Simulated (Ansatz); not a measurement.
System: K3SCl (antiperovskite) (Pm-3m).

The structure was built from a prototype and need not be the compound's stable phase.

Symmetry: Pm-3m, No. 221, cubic system. The conventional cell has a = 5.970 Å, b = 5.970 Å, c = 5.970 Å, α = 90.00°, β = 90.00°, γ = 90.00°. Nearest to Cl lie 12 K at 4.22 Å. Nearest to S lie 6 K at 2.98 Å. K has 2 S at 2.98 Å nearest. It derives from Cl1K3S1. Farther neighbours and most contacts between anions are not listed.

```
Cl S K
1.0
     5.96996    0.00000    0.00000
     0.00000    5.96996    0.00000
     0.00000    0.00000    5.96996
Cl S K
1 1 3
Cartesian
  0.0000 0.0000 0.0000
  2.9850 2.9850 2.9850
  2.9850 2.9850 0.0000
  2.9850 0.0000 2.9850
  0.0000 2.9850 2.9850
```

The structure was relaxed with PBE. The structure type comes from a generator and need not be one that this composition takes. The runs that relaxed it are not among those shown. PAW set soft_2, made with PBE.

Gaps computed with Ansatz 0.2.0 without a self-energy: PBEsol 1.84 eV, PBE 1.83 eV, r2SCAN 2.25 eV, HSE06 2.77 eV, PBE0 3.48 eV and DDH-PBE0 4.53 eV. The mean ε∞ by PBE perturbation theory is 2.49.

Estimate the G0W0@PBE gap with 2×2×2 mesh, 635 empty bands, screening to 120 eV, default PAW files.

About 3.51 eV: on its mesh the run moves the gap from 1.79 eV by +1.72 eV. Among the scalar-relativistic levels given, PBE0 is nearest (−0.03 eV). One-shot corrections scale roughly with one over ε∞, here 0.40. Bands and cutoff are finite, so the gap is not at the basis limit. The miss can reach some tenths of an eV and take either sign; the mesh is an error of its own. The 2×2×2 mesh is coarse for this cell (its supercell is 12 Å along the shortest edge). The RPA ε∞ on it, from the PBE start, is 2.64; such meshes misread the long-range screening, most where the gap is narrow. The program marks a band-edge row as in doubt, so the gap is less sure than its digits.

[Paths, hosts, dates, memory and timing lines, banners, echoed tables and standing remarks are left out of the program output.]

[Logs are printed without paths, hosts, clocks, repeated set-up lines and the standing remarks that a program may print on its own settings, such as how far it seeks lower states.]

[Runs of the session that timed out or met a known fault of the program may be left out.]

[Cells called generated may have been cut or substituted from an entry of the Crystallography Open Database or the Materials Project.]

[Hosts, paths, dates, database ids (printed as entryN), source tags and the programs' standing remarks are cut or masked in the printed files.]
